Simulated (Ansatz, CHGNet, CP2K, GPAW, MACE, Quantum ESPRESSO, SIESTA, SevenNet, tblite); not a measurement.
## Random packing of Ge88H12 (at. %) (106 atoms): runs against a plane-wave reference

Density of this cell: 5.37 g/cm³. The cell holds 106 atoms: 93 Ge and 13 H. Cell: a = 12.793 Å, b = 12.793 Å, c = 12.793 Å, α = 90.0°, β = 90.0°, γ = 90.0°. 106 atoms (93 Ge, 13 H) packed at random in a cube at 5.37 g/cm³ and pushed apart as soft spheres; a start for melting by ab initio MD, not an equilibrated structure. Then every atom was moved at random, 0.02 Å r.m.s. a Cartesian component (hydrogen 0.6 of that).

Geometry: as built.

The reference, a calculation:

| Property | Result |
| --- | --- |
| method | Kohn-Sham DFT, PBE, SSSP efficiency 1.3.0 pseudopotentials, plane waves (Quantum ESPRESSO 7.5); sssp-pbe-1.3.0-efficiency, cutoffs 45/360 Ry, Γ point |
| r.m.s. force component | 1.277 eV/Å |
| longest force | 5.403 eV/Å |
| pressure | 8.12 GPa |
| time | 8.5 min on 4 MPI ranks of Arm Neoverse V2, shared host |
| CPU time | 34 min |

Runs, in no order:
A. CP2K PBE, DZVP-MOLOPT-SR, 225/50 Ry, diagonalisation: Kohn-Sham DFT, PBE, GTH-PBE pseudopotentials, Gaussian and plane waves, DZVP-MOLOPT-SR-GTH, diagonalisation
B. GPAW PBE, LCAO dzp, h 0.2 Å: Kohn-Sham DFT, PBE, PAW, atomic orbitals (dzp)
C. CP2K PBE, TZV2P-MOLOPT (SR for Ge), 450/50 Ry, diagonalisation: Kohn-Sham DFT, PBE, GTH-PBE pseudopotentials, Gaussian and plane waves, TZV2P-MOLOPT-GTH, diagonalisation
D. CHGNet r2SCAN potential: machine-learned interatomic potential CHGNet r2SCAN, trained on r2SCAN plane-wave data
E. SIESTA PBE, DZP, shift 0.01 Ry, mesh 300 Ry: Kohn-Sham DFT, PBE, PseudoDojo 0.4.1 norm-conserving pseudopotentials (converted to PSML), numerical atomic orbitals (DZP), diagonalisation

**Question.** Rank the runs by how far their forces lie from the reference's, least first.

C, A, B, E, D.

```
                                                              run  Δ force, r.m.s. (meV/Å)  share of r.m.s. force (%)  CPU time
C. CP2K PBE, TZV2P-MOLOPT (SR for Ge), 450/50 Ry, diagonalisation                     40.6                       3.18   9.7 min
          A. CP2K PBE, DZVP-MOLOPT-SR, 225/50 Ry, diagonalisation                      101                       7.93   2.9 min
                                   B. GPAW PBE, LCAO dzp, h 0.2 Å                      184                       14.4   5.6 min
                   E. SIESTA PBE, DZP, shift 0.01 Ry, mesh 300 Ry                      357                       28.0    12 min
                                       D. CHGNet r2SCAN potential                      682                       53.4     3.1 s
```

The electron count is odd in these runs, and they have no spin polarisation, so the unpaired electron is spread evenly over both spins. Machine-learned potentials mimic data converged in k, so the reference's own k-point error enters their differences. The electronic-structure runs sample only Γ, in a cell whose shortest periodic width is 13 Å, which is coarse for a cell with partly filled levels.

[Logs are printed without paths, hosts, clocks, repeated set-up lines and the standing remarks that a program may print on its own settings, such as how far it seeks lower states.]

[Hosts, paths, dates, database ids (printed as entryN), source tags and the programs' standing remarks are cut or masked in the printed files.]
